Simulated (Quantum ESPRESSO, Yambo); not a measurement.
# BaTiO3 (P4mm): G0W0 on several meshes in Yambo, part 2 of 2

Aim: the GW shift of BaTiO3 (P4mm) against the k mesh.

Quantum ESPRESSO 7.5 and Yambo 5.3.0; PBE and many-body steps on it, plane waves. Known limits of the many-body steps: not at the basis limit; no spin-orbit coupling; coarse k mesh.

So far. Step 4 (2×2×2): The gap on the mesh goes from 1.85 eV to 3.29 eV, a correction of +1.44 eV. Step 5 (Empty states on the mesh, 6×6×6 mesh, 87 bands): On this mesh the gap is 1.850 eV.

The database entry behind the starting cell differs from later determinations by our own check (c/a about 0.6 % short), so it need not match the best structure at ambient conditions.

### Step 6. Conversion and set-up

This step: Yambo 5.3.0; conversion and set-up on PBE, plane waves, norm-conserving pseudopotentials.

On the command line:

```console
(cd o/x.save; p2y > p2y.log; mv SAVE ../..); yambo > setup.log
```

The program printed:

```text
 Yambo, version 5.3.0

 [02] CORE Variables Setup
 =========================

  [02.01] Unit cells
  ==================

  Cell kind             :  Unknown
  Atoms in the cell     :  Ba  Ti  O
  number of Ba atoms    :  1
  number of Ti atoms    :  1
  number of O  atoms    :  3

  List of atomic masses
  Mass of Ba    :  137.3300
  Mass of Ti    :  47.86700
  Mass of O     :  15.99900

  List of atomic coordinates    : [cc]
  Ba1       :   0.00000      0.00000    -0.857009E-3  order 1
  Ti1       :  3.779263  3.779263  3.675839  order 2
[...]
K/Q-points units:
 rlu = crystal or reduced units; cc = cartesian coordinates; iku = interal k-units

 Q [ 1]         [rlu]:  0.000000  0.000000  0.000000
 Q [ 2]         [rlu]:  0.000000  0.000000  0.166667
 Q [ 3]         [rlu]:  0.000000  0.000000  0.333333
[...]
Q [ 8]         [rlu]:  0.000000  0.166667 -0.500000
 Q [ 9]         [rlu]:  0.000000  0.333333  0.000000
 Q [10]         [rlu]:  0.000000  0.333333  0.166667
     [... 28 further rows ...]
 Q [39]         [rlu]: -0.500000 -0.500000  0.333333
 Q [40]         [rlu]: -0.500000 -0.500000 -0.500000

  [03.01] X indexes
  =================

   [03.01.01] Sigma indexes
   ========================

 [06] Game Over & Game summary
```

Elapsed: 4.1 s, on 1 MPI rank of Arm Neoverse V2, shared host; peak memory 0.26 GiB.

### Step 7. 6×6×6

This step: G0W0 on PBE, plane waves, norm-conserving pseudopotentials.

gw14.in reads:

```
HF_and_locXC
gw0
dyson
ppa
em1d
rim_cut
RandQpts= 1000000
RandGvec= 1 RL
EXXRLvcs= 76 Ry
VXCRLvcs= 304 Ry
Chimod= "HARTREE"
% BndsRnXp
 1 | 87 |
%
NGsBlkXp= 9 Ry
% LongDrXp
 1 | 1 | 1 |
%
% GbndRnge
 1 | 87 |
%
DysSolver= "n"
ExtendOut
PPAPntXp= 27.21138 eV
% QPkrange
 40 | 40 | 19 | 22 |
 1 | 1 | 19 | 22 |
%
```

On the command line:

```console
OMP_NUM_THREADS=1 mpirun -n 8 yambo -F gw14.in -J gw14 -C gw14 > gw14.log
```

The program printed:

```text
 Yambo, version 5.3.0

 [02] CORE Variables Setup
 =========================

  [... cell, symmetries and grids as in the set-up ...]

  [02.05] Energies & Occupations
  ==============================

  [X] === General ===
  [X] Electronic Temperature                        :  0.000000  0.000000 [eV K]
  [X] Bosonic    Temperature                        :  0.000000  0.000000 [eV K]
  [X] Finite Temperature mode                       : no
  [X] El. density                                   :  0.62226E+24 [cm-3]
  [X] Fermi Level                                   :  10.43131 [eV]

  [X] === Gaps and Widths ===
  [X] Conduction Band Min                           :  1.850205 [eV]
  [X] Valence Band Max                              :  0.000000 [eV]
  [X] Filled Bands                                  :  20
  [X] Empty Bands                                   :   21   87
  [X] Direct Gap                                    :  2.204932 [eV]
  [X] Direct Gap localized at k                     :  1
  [X] Indirect Gap                                  :  1.850205 [eV]
  [X] Indirect Gap between kpts                     :   40    1
  [X] Last valence band width                       :  1.010171 [eV]
  [X] 1st conduction band width                     :  2.378868 [eV]

 [03] Transferred momenta grid and indexing
 ==========================================

 IBZ Q-points                                      :   40
 BZ  Q-points                                      :  216

 K/Q-points units:
 rlu = crystal or reduced units; cc = cartesian coordinates; iku = interal k-units

 Q [ 1]         [rlu]:  0.000000  0.000000  0.000000
 Q [ 2]         [rlu]:  0.000000  0.000000  0.166667
 Q [ 3]         [rlu]:  0.000000  0.000000  0.333333
[...]
[Hartree-Fock] El. density                        :  0.62226E+24 [cm-3]
  [Hartree-Fock] Fermi Level                        :  10.43131 [eV]

  [Hartree-Fock] === Gaps and Widths ===
  [Hartree-Fock] Conduction Band Min                :  1.887164 [eV]
  [Hartree-Fock] Valence Band Max                   : -0.018637 [eV]
  [Hartree-Fock] Filled Bands                       :  20
  [Hartree-Fock] Empty Bands                        :   21   87
  [Hartree-Fock] Direct Gap                         :  2.333351 [eV]
  [Hartree-Fock] Direct Gap localized at k          :  2
  [Hartree-Fock] Indirect Gap                       :  1.905801 [eV]
  [Hartree-Fock] Indirect Gap between kpts          :   39    2
  [Hartree-Fock] Last valence band width            :  5.000129 [eV]
  [Hartree-Fock] 1st conduction band width          :  11.09280 [eV]

 [08] Dyson equation: Newton solver
 ==================================

  [08.01] G0W0 (W PPA)
  ====================

  [  GW  ] Bands range     :    1   87
  [GW/PPA] G damping       :  0.100000 [eV]

  QP @ state[ 1 ] K range:  1  1
  QP @ state[ 1 ] b range:  19  22
  QP @ state[ 2 ] K range:   40   40
  QP @ state[ 2 ] b range:  19  22

   Sc/G bands                                       :    1   87
   Sc/G damping                                     :  0.100000 ev
   Sc bands terminator                              : no
   Sx RL components                                 :   4945

   QP @ state[ 1 ] K range                          :  1  1
   QP @ state[ 1 ] b range                          :  19  22
   QP @ state[ 2 ] K range                          :   40   40
   QP @ state[ 2 ] b range                          :  19  22
   GF energies kind                                 : Perdew, Burke & Ernzerhof(X)+Perdew, Burke & Ernzerhof(C)
   GF WF`s kind                                     : Perdew, Burke & Ernzerhof(X)+Perdew, Burke & Ernzerhof(C)
   Xs energies kind                                 : Perdew, Burke & Ernzerhof(X)+Perdew, Burke & Ernzerhof(C)
   Xs WF`s kind                                     : Perdew, Burke & Ernzerhof(X)+Perdew, Burke & Ernzerhof(C)

 [11] Game Over & Game summary
```

The job ended after 7.8 min (8 MPI ranks; peak memory 6.9 GiB).

Numbers from this step:

```yaml
g0w0_gap_on_the_points_computed: 3.358 eV
starting_gap_on_the_mesh: 1.850 eV
k_of_the_valence_top: -0.5, -0.5, -0.5
k_of_the_conduction_bottom: 0, 0, 0
least_direct_g0w0_gap_on_the_computed_points: 3.722 eV
z_at_the_valence_top: 0.7633
z_at_the_conduction_bottom: 0.7777
```

Against G0W0 in Yambo (2×2×2 mesh, 87 bands, screening to 122.5 eV, Godby-Needs plasmon pole), the gap moves by +0.064 eV.

### Step 8. The runs together

Times are wall times on 8 MPI ranks of Arm Neoverse V2, shared host, good to a factor of about two.

| run | mesh | bands | screening cutoff (eV) | DFT gap (eV) | gap on the mesh (eV) | direct (eV) | time |
| --- | --- | --- | --- | --- | --- | --- | --- |
| 2×2×2 | 2×2×2 | 87 | 122.5 | 1.850 | 3.294 | 3.708 | 7.7 s |
| 6×6×6 | 6×6×6 | 87 | 122.5 | 1.850 | 3.358 | 3.722 | 7.8 min |

### Step 9. Summary of results

* 2×2×2: 3.294 eV
* 6×6×6: 3.358 eV
* known limits: not at the basis limit; no spin-orbit coupling; coarse k mesh

**Reading.** 6×6×6: +0.064 eV against 2×2×2. Bands and cutoff are finite, so the gap is not at the basis limit. The miss can reach some tenths of an eV and take either sign; the mesh is an error of its own. In the G0W0 runs levels were corrected at 2 k points alone, so a gap called «on the mesh» is the least over those, and an edge elsewhere would be missed. The 2×2×2 mesh is coarse for this cell, which bears on the long-range parts of exchange and screening. The many-body steps are scalar-relativistic: spin-orbit coupling is not in them.

[Paths, hosts, dates, memory and timing lines, banners, echoed tables and standing remarks are left out of the program output.]

[Logs are printed without paths, hosts, clocks, repeated set-up lines and the standing remarks that a program may print on its own settings, such as how far it seeks lower states.]

[Runs of the session that timed out or met a known fault of the program may be left out.]

[Hosts, paths, dates, database ids (printed as entryN), source tags and the programs' standing remarks are cut or masked in the printed files.]
